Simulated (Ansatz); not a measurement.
# Decaying states in the gap of CaBeCl4, part 2 of 3

Wanted: the relaxed cell of CaBeCl4, its band edges and its decay constants. It is built by putting Ca for part of the Be in the BeCl2 structure of space group Ibam, with the volume rescaled by atomic radii. The parent structure comes from the Materials Project.

Ansatz 0.2.0; PBE DFT, plane waves, PAW files (the session's first sound run).

So far. Step 2 (Cell and atoms at rest): The largest force component on a free atom ends at 0.0011 eV/Å.

The structure was built from a prototype and need not be the compound's stable phase.

### Step 3. Band edges

The energy window and the wavevectors of the next steps follow from the band edges, so these are searched first, off the mesh as well.

input.yaml

```yaml
crystal:
  lattice:
    - [-3.2445560818, 3.2560740328, 3.4531433406]
    - [3.2445560818, -3.2560740328, 3.4531433406]
    - [3.2445560818, 3.2560740328, -3.4531433406]
  atoms:
    - { symbol: Be, position: [0.25, 0.25, 0.0] }
    - { symbol: Ca, position: [0.75, 0.75, 0.0] }
    - { symbol: Cl, position: [0.6007907943, 0.2435922857, 0.9989307427] }
    - { symbol: Cl, position: [0.244661543, 0.6018600517, 0.0010692573] }
    - { symbol: Cl, position: [0.255338457, 0.2564077143, 0.3571985086] }
    - { symbol: Cl, position: [0.8992092057, 0.8981399483, 0.6428014914] }
kpoints:
  mp_grid: { grid: [6, 6, 6] }
  band_path: { path: [VBM, CBM], npoints: 30 }
scf:
  occupations: { method: fixed }
hamiltonian:
  xc: pbe
output:
  eigenvalues: true
  write_potential: true
  write_density: true
  volumetric_format: npy
  elf: true
```

Launch:

```bash
$ ansatz run input.yaml --threads 2 --pin off --max-ram 4096MiB --backend cpu --events-out ev --progress --plain --runs-dir out
```

Numbers of over 12 decimals in the logs are rounded to 6 here.

Output:

```text
[...]
Crystal: 6 atoms, lattice volume = 145.923 Å³
Basis set: ecut = 420 eV, 2859 PW (Γ)
Bands: 26, of which v1, the nominal top of the filled ones, is band 20 counted from 1 (19 counted from 0)
Symmetry: 4 space group operations
[...]
k-points: 46 of 216 (time reversal used)
[...]
SCF iter   1: F=—  HF=-6238.853472 eV  |F-HF|=—  |Δ(HF+E_count)|=         —  Δρ=8.56e-4  dr2=9.51e-4  ethr=1.77e-3  ⟨swp⟩=6.1  Hψ=5506  notcnv=0  defer=150
[...]
SCF iter   6: F=-6238.854236 eV  HF=-6238.854236 eV  |F-HF|=7.94e-9  |Δ(HF+E_count)|=   1.37e-7  Δρ=1.75e-6  dr2=8.02e-9  ethr=2.50e-10  ⟨swp⟩=12.0  Hψ=5776  notcnv=0
SCF 1 converged in 6 iterations: F = -6238.854236 eV  dr2 = 8.02e-9
[...]
NSCF: frozen V_eff on 46 k-points
[...]
SCF converged after 6 iterations
Free energy (F): -6238.854236 eV
[...]
Internal energy: -6238.854236 eV  (E = F + TS)
E sigma→0 (E₀):  -6238.854236 eV
Fermi energy:    2.013694 eV
[...]
--- Band table (eV; the first three rows and the last of 46) ---
  k-point 0: bands = [... 16 lower, 1.1911, 1.2723, 1.5746, 1.5749, 7.0489, 7.1766, 7.7948, 7.9371, ... 2 higher]
  k-point 1: bands = [... 16 lower, 1.1278, 1.1307, 1.2597, 1.6358, 7.1181, 7.3898, 7.6504, 7.9625, ... 2 higher]
  k-point 2: bands = [... 16 lower, 0.9172, 0.9809, 1.1451, 1.6528, 7.3186, 7.3469, 7.7373, 7.9653, ... 2 higher]
  k-point 45: bands = [... 16 lower, 0.1550, 1.4742, 1.4802, 2.0137, 7.1120, 7.4965, 7.8623, 8.2801, ... 2 higher]
```

The job ended after 20 s (2 threads of Arm Neoverse V2, shared host; peak memory 0.42 GiB).

This step gave:

```
Fermi energy        : 2.014 eV
gap on the k-mesh   : 5.035 eV
gap on path         : 5.035 eV, by band count; negative where bands overlap
direct gap on path  : 5.098 eV
edge places on path : 0, 1.642 1/A along the path
```

Electronic bands along the path, in eV, zero at the Fermi level (highest filled level under fixed occupations); v1 is the highest filled band, c1 the lowest empty one:

```tsv
point	v4	v3	v2	v1	c1	c2	c3	c4
VBM	-1.86	-0.54	-0.53	0.00	5.10	5.48	5.85	6.27
halfway	-1.29	-0.85	-0.85	-0.69	5.23	5.62	5.78	6.08
CBM	-0.82	-0.74	-0.44	-0.44	5.04	5.16	5.78	5.92
```

Valence density in the ab plane of the cell as run, not the conventional one, at fractional z = 0.000, with atoms of Be and Ca and Cl within 0.2 Å of it. It is the smooth field of the valence electrons, not physical close to the nuclei.

Values in e/Å³, 16 rows by 16 columns, each cell a mean:
```
0.1 0.1 0.1 0.0 0.0 0.0 0.0 0.1 0.1 0.1 0.1 0.1 0.2 0.2 0.1 0.1
0.1 0.0 0.0 0.0 0.1 0.1 0.1 0.0 0.0 0.1 0.2 0.7 1.3 1.2 0.5 0.1
0.1 0.0 0.1 0.1 0.2 0.2 0.2 0.1 0.1 0.2 0.9 3.0 4.4 3.3 1.2 0.2
0.1 0.1 0.2 0.5 0.7 0.7 0.4 0.2 0.1 0.4 2.1 5.4 6.4 4.4 1.3 0.2
0.1 0.2 0.7 1.3 1.6 1.5 0.9 0.4 0.2 0.5 2.5 5.3 5.4 3.0 0.7 0.1
0.2 0.5 1.4 1.3 0.7 1.7 1.1 0.4 0.2 0.3 1.3 2.5 2.1 0.9 0.2 0.1
0.2 0.7 1.6 0.9 0.7 1.6 0.8 0.3 0.1 0.1 0.3 0.5 0.4 0.2 0.1 0.1
0.2 0.6 1.4 1.6 1.6 1.2 0.5 0.2 0.1 0.1 0.2 0.2 0.1 0.1 0.0 0.1
0.1 0.4 0.8 1.1 1.0 0.6 0.2 0.1 0.2 0.3 0.4 0.4 0.2 0.1 0.0 0.1
0.1 0.2 0.4 0.5 0.5 0.3 0.2 0.2 0.5 0.8 1.1 0.9 0.4 0.2 0.1 0.0
0.1 0.1 0.2 0.2 0.2 0.2 0.3 0.6 1.2 1.6 1.7 1.5 0.7 0.2 0.1 0.0
0.1 0.1 0.1 0.1 0.1 0.2 0.5 1.0 1.6 0.7 0.7 1.6 0.7 0.2 0.1 0.0
0.1 0.1 0.2 0.1 0.1 0.2 0.5 1.1 1.6 0.9 1.3 1.3 0.5 0.1 0.0 0.0
0.1 0.2 0.2 0.2 0.1 0.2 0.4 0.8 1.4 1.6 1.4 0.7 0.2 0.1 0.0 0.1
0.1 0.2 0.2 0.1 0.1 0.1 0.2 0.4 0.6 0.7 0.5 0.2 0.1 0.0 0.0 0.1
0.1 0.1 0.1 0.1 0.1 0.1 0.1 0.1 0.2 0.2 0.2 0.1 0.1 0.1 0.1 0.1
```
Columns run along a (5.7 Å), rows up along b (5.7 Å). Atoms in or near the plane, at fractional coordinates: Be at (0.25, 0.25), Ca at (0.75, 0.75), Cl at (0.60, 0.24), Cl at (0.24, 0.60).

ELF in the ab plane of the cell as run, not the conventional one, at fractional z = 0.000, with atoms of Be and Ca and Cl within 0.2 Å of it. It is the smooth field of the valence electrons, not physical close to the nuclei.

Values, 16 rows by 16 columns, each cell a mean:
```
0.05 0.06 0.05 0.03 0.02 0.02 0.03 0.08 0.16 0.16 0.05 0.08 0.21 0.20 0.08 0.03
0.03 0.03 0.03 0.05 0.10 0.13 0.11 0.06 0.04 0.03 0.21 0.61 0.76 0.72 0.43 0.08
0.02 0.05 0.16 0.36 0.53 0.59 0.54 0.34 0.09 0.13 0.65 0.85 0.85 0.85 0.72 0.20
0.04 0.28 0.60 0.76 0.81 0.83 0.82 0.62 0.16 0.31 0.82 0.82 0.78 0.85 0.76 0.21
0.21 0.69 0.85 0.85 0.81 0.86 0.88 0.70 0.19 0.39 0.84 0.83 0.82 0.85 0.61 0.08
0.55 0.85 0.87 0.66 0.45 0.75 0.86 0.68 0.17 0.27 0.75 0.84 0.82 0.65 0.21 0.05
0.70 0.86 0.82 0.50 0.39 0.75 0.81 0.54 0.11 0.08 0.27 0.39 0.31 0.13 0.03 0.16
0.64 0.82 0.83 0.74 0.76 0.82 0.67 0.29 0.08 0.11 0.17 0.19 0.16 0.09 0.04 0.16
0.46 0.73 0.83 0.87 0.87 0.76 0.40 0.17 0.29 0.54 0.68 0.70 0.62 0.34 0.06 0.08
0.22 0.51 0.71 0.81 0.77 0.47 0.24 0.40 0.67 0.81 0.86 0.88 0.82 0.54 0.11 0.03
0.07 0.20 0.33 0.33 0.18 0.11 0.47 0.76 0.82 0.75 0.75 0.86 0.83 0.59 0.13 0.02
0.05 0.10 0.07 0.01 0.00 0.18 0.77 0.87 0.76 0.39 0.45 0.81 0.81 0.53 0.10 0.02
0.08 0.13 0.09 0.02 0.01 0.33 0.81 0.87 0.74 0.50 0.66 0.85 0.76 0.36 0.05 0.03
0.10 0.17 0.17 0.09 0.07 0.33 0.71 0.83 0.83 0.82 0.87 0.85 0.60 0.16 0.03 0.05
0.10 0.15 0.17 0.13 0.10 0.20 0.51 0.73 0.82 0.86 0.85 0.69 0.28 0.05 0.03 0.06
0.08 0.10 0.10 0.08 0.05 0.07 0.22 0.46 0.64 0.70 0.55 0.21 0.04 0.02 0.03 0.05
```
Columns run along a (5.7 Å), rows up along b (5.7 Å). Atoms in or near the plane, at fractional coordinates: Be at (0.25, 0.25), Ca at (0.75, 0.75), Cl at (0.60, 0.24), Cl at (0.24, 0.60).

Electrostatic potential energy in the ab plane of the cell as run, not the conventional one, at fractional z = 0.000, with atoms of Be and Ca and Cl within 0.2 Å of it. With pseudopotentials it is smooth inside the atoms' cores, unlike the true potential.

Values in eV, 16 rows by 16 columns, each cell a mean:
```
  5   6   7   7   8   8   8   8   7   5   3   0  -2  -3   0   3
  4   6   7   8   8   8   8   7   6   3  -2 -13 -22 -20  -9   0
  4   6   7   7   6   6   7   6   4  -1 -15 -39 -48 -42 -20  -3
  4   6   5   1  -5  -4   2   5   2  -6 -31 -52 -52 -48 -22  -2
  5   5  -4 -23 -35 -28  -7   3   1  -9 -35 -52 -52 -39 -13   0
  5   1 -23 -46 -51 -42 -13   2   2  -6 -22 -35 -31 -15  -2   3
  6  -4 -33 -50 -51 -37  -7   4   3   0  -6  -9  -6  -1   3   5
  6  -2 -25 -39 -36 -16   1   5   5   3   2   1   2   4   6   7
  7   3  -6 -13  -9  -1   4   5   5   4   2   3   5   6   7   8
  8   6   2  -2  -6  -4   1   4   1  -7 -13  -7   2   7   8   8
  7   5  -2 -18 -30 -22  -4  -1 -16 -37 -42 -28  -4   6   8   8
  6   2 -13 -38 -49 -30  -6  -9 -36 -51 -51 -35  -5   6   8   8
  6   1 -15 -35 -38 -18  -2 -13 -39 -50 -46 -23   1   7   8   7
  6   2  -6 -15 -13  -2   2  -6 -25 -33 -23  -4   5   7   7   7
  6   4   2   1   2   5   6   3  -2  -4   1   5   6   6   6   6
  6   6   6   6   6   7   8   7   6   6   5   5   4   4   4   5
```
Columns run along a (5.7 Å; values clipped at the 3rd and 97th percentile), rows up along b (5.7 Å). Atoms in or near the plane, at fractional coordinates: Be at (0.25, 0.25), Ca at (0.75, 0.75), Cl at (0.60, 0.24), Cl at (0.24, 0.60).

The searched edges give 5.04 eV, as on the mesh.

### Step 4. Decaying states in the gap

This step: PBE DFT, plane waves, PAW files; complex bands by layer matching along the plane's normal (Ansatz 0.2.0).

The same crystal is laid in a cell whose first two vectors span the (001) plane (indices of the standard conventional cell, whose axes can be ordered otherwise than in the bulk input). At fixed energy and wavevector in the plane the solver finds all kz, real and complex. A few wavevectors are listed, (0, 0) and (0.5, 0) in units of the plane's reciprocal vectors; the slowest state needn't be among them.

input.yaml

```yaml
crystal:
  lattice:
    - [6.489112164, 0.0, 0.0]
    - [0.0, 6.906286681, 0.0]
    - [3.244556082, 3.453143341, 3.256074033]
  atoms:
    - { symbol: Be, position: [0.0, 0.25, 0.0] }
    - { symbol: Ca, position: [0.0, 0.75, 0.0] }
    - { symbol: Cl, position: [0.9989307427, 0.6007907943, 0.6438707487] }
    - { symbol: Cl, position: [0.0010692573, 0.244661543, 0.3561292513] }
    - { symbol: Cl, position: [0.3571985086, 0.255338457, 0.6438707487] }
    - { symbol: Cl, position: [0.6428014914, 0.8992092057, 0.3561292513] }
kpoints:
  mp_grid: { grid: [8, 8, 8] }
scf:
  occupations: { method: fixed }
hamiltonian:
  xc: pbe
output:
  eigenvalues: true
  transmission:
    leads: [[0, 0]]
    kpoints: [[0.0, 0.0], [0.5, 0.0]]
    e_range: [-1.0, 6.04]
    de: 0.12
```

Output:

```text
[...]
Crystal: 6 atoms, lattice volume = 145.923 Å³
Basis set: ecut = 420 eV, 2859 PW (Γ)
Bands: 26, of which v1, the nominal top of the filled ones, is band 20 counted from 1 (19 counted from 0)
Symmetry: 4 space group operations
[...]
k-points: 95 of 512 (time reversal used)
[...]
SCF iter   1: F=—  HF=-6238.853273 eV  |F-HF|=—  |Δ(HF+E_count)|=         —  Δρ=8.57e-4  dr2=9.48e-4  ethr=1.77e-3  ⟨swp⟩=6.1  Hψ=11270  notcnv=0  defer=313
[...]
SCF iter   6: F=-6238.854233 eV  HF=-6238.854233 eV  |F-HF|=8.04e-9  |Δ(HF+E_count)|=   1.42e-7  Δρ=1.76e-6  dr2=8.10e-9  ethr=2.50e-10  ⟨swp⟩=12.5  Hψ=11979  notcnv=0
SCF 1 converged in 6 iterations: F = -6238.854233 eV  dr2 = 8.10e-9
[...]
transmission: 5 of 10 steps passed
transmission: 10 of 10 steps passed
SCF converged after 6 iterations
Free energy (F): -6238.854233 eV
[...]
Internal energy: -6238.854233 eV  (E = F + TS)
E sigma→0 (E₀):  -6238.854233 eV
Fermi energy:    2.013693 eV
[...]
--- Band table (eV; the first three rows and the last of 95) ---
  k-point 0: bands = [... 16 lower, 1.1911, 1.2723, 1.5746, 1.5749, 7.0489, 7.1766, 7.7948, 7.9371, ... 2 higher]
  k-point 1: bands = [... 16 lower, 1.0197, 1.1210, 1.4568, 1.5182, 7.1024, 7.4282, 7.7057, 7.9284, ... 2 higher]
  k-point 2: bands = [... 16 lower, 0.8927, 1.1355, 1.3896, 1.5287, 7.1446, 7.4791, 7.5660, 8.3965, ... 2 higher]
  k-point 94: bands = [... 16 lower, 0.7269, 1.1606, 1.1677, 1.3243, 7.2394, 7.6335, 7.7963, 8.0975, ... 2 higher]
--- Transmission ---
  basis      : 391 plane waves across, 5 finite elements along
  points     : 2, as listed
  energies   : 59 from -1.000000 to 5.960000 eV about the Fermi level, 0.120000 eV apart; the leads are filled to 2.517613 eV, and channels, transmission and decay are at 2.480000 eV
  crystal 0  : Cl4Be1Ca1, at the sites [0, 0], period 3.2561 Å: whole cells are its period
    offset         : up to 0.0000 Å between an atom of the period and one for which it stands
    channels       : 0.000000e0 a spin
    conductance    : none, the energies end too early or step too widely for 300 K: set another output.transmission.e_range or a lower de, or, where they end at an eighth of basis.ecutwfc, a higher one
    slowest decay  : 0.3947 /Å at (0.0000, 0.0000)
```

Elapsed: 1.9 min, on 2 threads; peak memory 1.5 GiB; 3.7 min of CPU time.

This step gave:

```yaml
level_to_which_the_leads_are_filled: 2.518 eV from the Fermi level
decay_constant_at_the_filling_level_zone_centre: 0.3947 Å⁻¹
decay_constant_at_the_filling_level_slowest_listed_point: 0.3947 Å⁻¹
```

K parallel (0, 0); values up to 1.5 1/Å, a degenerate pair printed once or twice; energies at which all values exceed this have no row. The Im kz of the slowest decaying states by energy, zero at the highest filled level on the SCF mesh:

```tsv
energy (eV)	decay 1 (Å⁻¹)	decay 2 (Å⁻¹)	decay 3 (Å⁻¹)	decay 4 (Å⁻¹)
-1.00	0.0369	0.209	0.239	0.558
-0.76	0.179	0.226	0.230	0.478
-0.40	0.0962	0.179	0.228	0.392
-0.16	0.215	0.353	0.434	0.461
-0.04	0.245	0.394	0.481	0.504
0.08	0.160	0.269	0.429	0.497
0.44	0.319	0.357	0.507	0.529
0.68	0.342	0.433	0.543	0.546
0.92	0.360	0.494	0.552	0.578
1.28	0.379	0.560	0.573	0.613
1.52	0.388	0.562	0.627	0.780
1.76	0.393	0.562	0.659	0.775
2.12	0.397	0.559	0.685	0.729
2.36	0.396	0.554	0.692	0.759
2.60	0.393	0.547	0.698	0.752
2.84	0.387	0.539	0.702	0.744
3.20	0.374	0.523	0.704	0.731
3.44	0.362	0.509	0.704	0.721
3.68	0.346	0.493	0.708	0.711
4.04	0.316	0.464	0.667	0.694
4.28	0.289	0.439	0.606	0.669
4.52	0.255	0.408	0.529	0.620
4.88	0.179	0.336	0.343	0.484
5.12	0.0759	0.241	0.507	0.538
5.36	0.142	0.332	0.415	0.468
5.72	0.100	0.270	0.327	0.490
5.96	0.0829	0.185	0.232	0.368
```

K parallel (0.5, 0); values up to 1.5 1/Å, a degenerate pair printed once or twice; energies at which all values exceed this have no row. Table of Im kz of the slowest decaying states by energy, zero at the highest filled level on the SCF mesh:

```tsv
energy (eV)	decay 1 (Å⁻¹)	decay 2 (Å⁻¹)	decay 3 (Å⁻¹)	decay 4 (Å⁻¹)
-1.00	0.0434	0.239	0.542	0.938
-0.64	0.547	0.554	0.922	0.974
-0.28	0.292	0.561	0.711	0.914
-0.04	0.428	0.567	0.782	0.908
0.08	0.475	0.567	0.812	0.904
0.44	0.555	0.588	0.870	0.901
0.68	0.579	0.613	0.863	0.931
1.04	0.600	0.649	0.829	0.931
1.40	0.612	0.685	0.775	0.911
1.76	0.617	0.708	0.721	0.889
2.12	0.617	0.668	0.735	0.862
2.48	0.614	0.642	0.735	0.831
2.84	0.607	0.617	0.727	0.796
3.20	0.590	0.596	0.713	0.756
3.56	0.558	0.583	0.693	0.713
3.92	0.518	0.566	0.664	0.666
4.28	0.465	0.545	0.609	0.631
4.52	0.417	0.519	0.567	0.610
4.88	0.300	0.444	0.490	0.596
5.24	0.318	0.388	0.581	0.709
5.60	0.123	0.257	0.560	0.626
5.96	0.144	0.435	0.540	0.541
```

At the listed wavevectors the last open channel is at -0.04 eV and the next at +5.12 eV on the grid. At +2.48 eV, the grid energy nearest the filling level (the middle of the gap on the SCF mesh), the slowest state at the listed wavevectors decays with κ = 0.395 Å⁻¹, its amplitude falling by e over 2.5 Å. Through 1 nm of this crystal that state's transmission falls by exp(−2 × 0.395 Å⁻¹ × 10 Å) = 3.7e-4.

### Step 5. Decay over the two-dimensional zone

The listed points could miss the slowest state, so one energy near mid-gap is solved on a mesh of 8×8.

input.yaml: that of step 4 with these lines changed.

```diff
@@ -20,6 +20,2 @@
   eigenvalues: true
-  transmission:
-    leads: [[0, 0]]
-    kpoints: [[0.0, 0.0], [0.5, 0.0]]
-    e_range: [-1.0, 6.04]
-    de: 0.12
+  transmission: { leads: [[0, 0]], kmesh: [8, 8], e_range: [2.52, 2.53], de: 0.05 }
```

Output:

```text
[...]
Crystal: 6 atoms, lattice volume = 145.923 Å³
Basis set: ecut = 420 eV, 2859 PW (Γ)
Bands: 26, of which v1, the nominal top of the filled ones, is band 20 counted from 1 (19 counted from 0)
Symmetry: 4 space group operations
[...]
k-points: 95 of 512 (time reversal used)
[...]
SCF iter   1: F=—  HF=-6238.853273 eV  |F-HF|=—  |Δ(HF+E_count)|=         —  Δρ=8.57e-4  dr2=9.48e-4  ethr=1.77e-3  ⟨swp⟩=6.1  Hψ=11270  notcnv=0  defer=313
[...]
SCF iter   6: F=-6238.854233 eV  HF=-6238.854233 eV  |F-HF|=8.04e-9  |Δ(HF+E_count)|=   1.42e-7  Δρ=1.76e-6  dr2=8.10e-9  ethr=2.50e-10  ⟨swp⟩=12.5  Hψ=11979  notcnv=0
SCF 1 converged in 6 iterations: F = -6238.854233 eV  dr2 = 8.10e-9
[...]
transmission: 20 of 170 steps passed
transmission: 40 of 170 steps passed
[...]
transmission: 170 of 170 steps passed
SCF converged after 6 iterations
Free energy (F): -6238.854233 eV
[...]
Internal energy: -6238.854233 eV  (E = F + TS)
E sigma→0 (E₀):  -6238.854233 eV
Fermi energy:    2.013693 eV
[...]
--- Band table (eV; the first three rows and the last of 95) ---
  k-point 0: bands = [... 16 lower, 1.1911, 1.2723, 1.5746, 1.5749, 7.0489, 7.1766, 7.7948, 7.9371, ... 2 higher]
  k-point 1: bands = [... 16 lower, 1.0197, 1.1210, 1.4568, 1.5182, 7.1024, 7.4282, 7.7057, 7.9284, ... 2 higher]
  k-point 2: bands = [... 16 lower, 0.8927, 1.1355, 1.3896, 1.5287, 7.1446, 7.4791, 7.5660, 8.3965, ... 2 higher]
  k-point 94: bands = [... 16 lower, 0.7269, 1.1606, 1.1677, 1.3243, 7.2394, 7.6335, 7.7963, 8.0975, ... 2 higher]
--- Transmission ---
  basis      : 391 plane waves across, 5 finite elements along
  points     : 34, standing for a mesh of 8 x 8
  energies   : 1 from 2.520000 to 2.520000 eV about the Fermi level; the leads are filled to 2.517613 eV, and channels, transmission and decay are at 2.520000 eV
  crystal 0  : Cl4Be1Ca1, at the sites [0, 0], period 3.2561 Å: whole cells are its period
[...]
channels       : 0.000000e0 a spin
    conductance    : none, crystal 0 has no channel at the energies, or these end too early or step too widely for 300 K: set another output.transmission.e_range or a lower de, or, where they end at an eighth of basis.ecutwfc, a higher one
    slowest decay  : 0.3942 /Å at (0.0000, 0.0000)
```

Elapsed: 2.5 min, on 2 threads; peak memory 1.3 GiB.

This step gave:

```yaml
least_decay_constant_on_the_mesh: 0.3942 Å⁻¹
```

Slowest decay constant (1/Å; 0 where a channel is open) over k1 and k2. At 2.5200 eV from the Fermi level.

Values, 8 rows by 8 columns:
```
0.616 0.605 0.601 0.544 0.516 0.544 0.601 0.605
0.602 0.590 0.534 0.476 0.455 0.476 0.534 0.590
0.607 0.563 0.488 0.431 0.410 0.431 0.488 0.563
0.613 0.548 0.473 0.415 0.394 0.415 0.473 0.548
0.607 0.563 0.488 0.431 0.410 0.431 0.488 0.563
0.602 0.590 0.534 0.476 0.455 0.476 0.534 0.590
0.616 0.605 0.601 0.544 0.516 0.544 0.601 0.605
0.605 0.619 0.638 0.622 0.570 0.622 0.638 0.619
```
Columns: k1 (b1) from -0.5 to 0.375; rows upwards: k2 (b2) from -0.5 to 0.375.

The least value on the mesh is 0.394 Å⁻¹ at +2.52 eV. At that energy the listed points give about 0.394 Å⁻¹ by interpolation, so the mesh holds no clearly slower state.

### Step 6. Band edges at another level

This step: LDA DFT, plane waves, PAW files (Ansatz 0.2.0).

The edges again with LDA, at the same atoms.

input.yaml

```yaml
crystal:
  lattice:
    - [-3.2445560818, 3.2560740328, 3.4531433406]
    - [3.2445560818, -3.2560740328, 3.4531433406]
    - [3.2445560818, 3.2560740328, -3.4531433406]
  atoms:
    - { symbol: Be, position: [0.25, 0.25, 0.0] }
    - { symbol: Ca, position: [0.75, 0.75, 0.0] }
    - { symbol: Cl, position: [0.6007907943, 0.2435922857, 0.9989307427] }
    - { symbol: Cl, position: [0.244661543, 0.6018600517, 0.0010692573] }
    - { symbol: Cl, position: [0.255338457, 0.2564077143, 0.3571985086] }
    - { symbol: Cl, position: [0.8992092057, 0.8981399483, 0.6428014914] }
kpoints:
  mp_grid: { grid: [6, 6, 6] }
  band_path: { path: [VBM, CBM], npoints: 30 }
scf:
  occupations: { method: fixed }
hamiltonian:
  xc: lda
output:
  eigenvalues: true
```

Output:

```text
[...]
Crystal: 6 atoms, lattice volume = 145.923 Å³
Basis set: ecut = 420 eV, 2859 PW (Γ)
Bands: 26, of which v1, the nominal top of the filled ones, is band 20 counted from 1 (19 counted from 0)
Symmetry: 4 space group operations
[...]
k-points: 46 of 216 (time reversal used)
[...]
SCF iter   1: F=—  HF=-6048.340817 eV  |F-HF|=—  |Δ(HF+E_count)|=         —  Δρ=5.82e-3  dr2=4.80e-2  ethr=1.77e-3  ⟨swp⟩=6.0  Hψ=5476  notcnv=0  defer=146
[...]
SCF iter   6: F=-6048.326368 eV  HF=-6048.326368 eV  |F-HF|=2.57e-8  |Δ(HF+E_count)|=   6.69e-7  Δρ=4.70e-6  dr2=5.91e-8  ethr=2.50e-10  ⟨swp⟩=12.6  Hψ=6305  notcnv=0
SCF 1 converged in 6 iterations: F = -6048.326368 eV  dr2 = 5.91e-8
[...]
SCF converged after 6 iterations
Free energy (F): -6048.326368 eV
[...]
Internal energy: -6048.326368 eV  (E = F + TS)
E sigma→0 (E₀):  -6048.326368 eV
Fermi energy:    1.800615 eV
[...]
--- Band table (eV; the first three rows and the last of 46) ---
  k-point 0: bands = [... 16 lower, 0.9634, 1.0313, 1.3488, 1.3492, 6.5461, 6.5896, 7.4214, 7.5568, ... 2 higher]
  k-point 1: bands = [... 16 lower, 0.8893, 0.8982, 1.0136, 1.4095, 6.6616, 6.8316, 7.2361, 7.5833, ... 2 higher]
  k-point 2: bands = [... 16 lower, 0.6734, 0.7422, 0.8981, 1.4279, 6.8697, 6.9097, 7.2921, 7.5817, ... 2 higher]
  k-point 45: bands = [... 16 lower, -0.1174, 1.2504, 1.2563, 1.8006, 6.6717, 7.0786, 7.4757, 7.9067, ... 2 higher]
```

Run time: 19 s. Hardware: 2 threads; peak memory 0.4 GiB.

This step gave:

```yaml
free_energy: -6048.3264 eV
fermi_energy: 1.801 eV
gap_on_the_k_mesh: 4.746 eV
gap_on_path: 4.746 eV, by band count; negative where bands overlap
direct_gap_on_path: 4.871 eV
```

(Part 2 of 3 ends here.)

[Logs are printed without paths, hosts, clocks, repeated set-up lines and the standing remarks that a program may print on its own settings, such as how far it seeks lower states.]

[Hosts, paths, dates, database ids (printed as entryN), source tags and the programs' standing remarks are cut or masked in the printed files.]
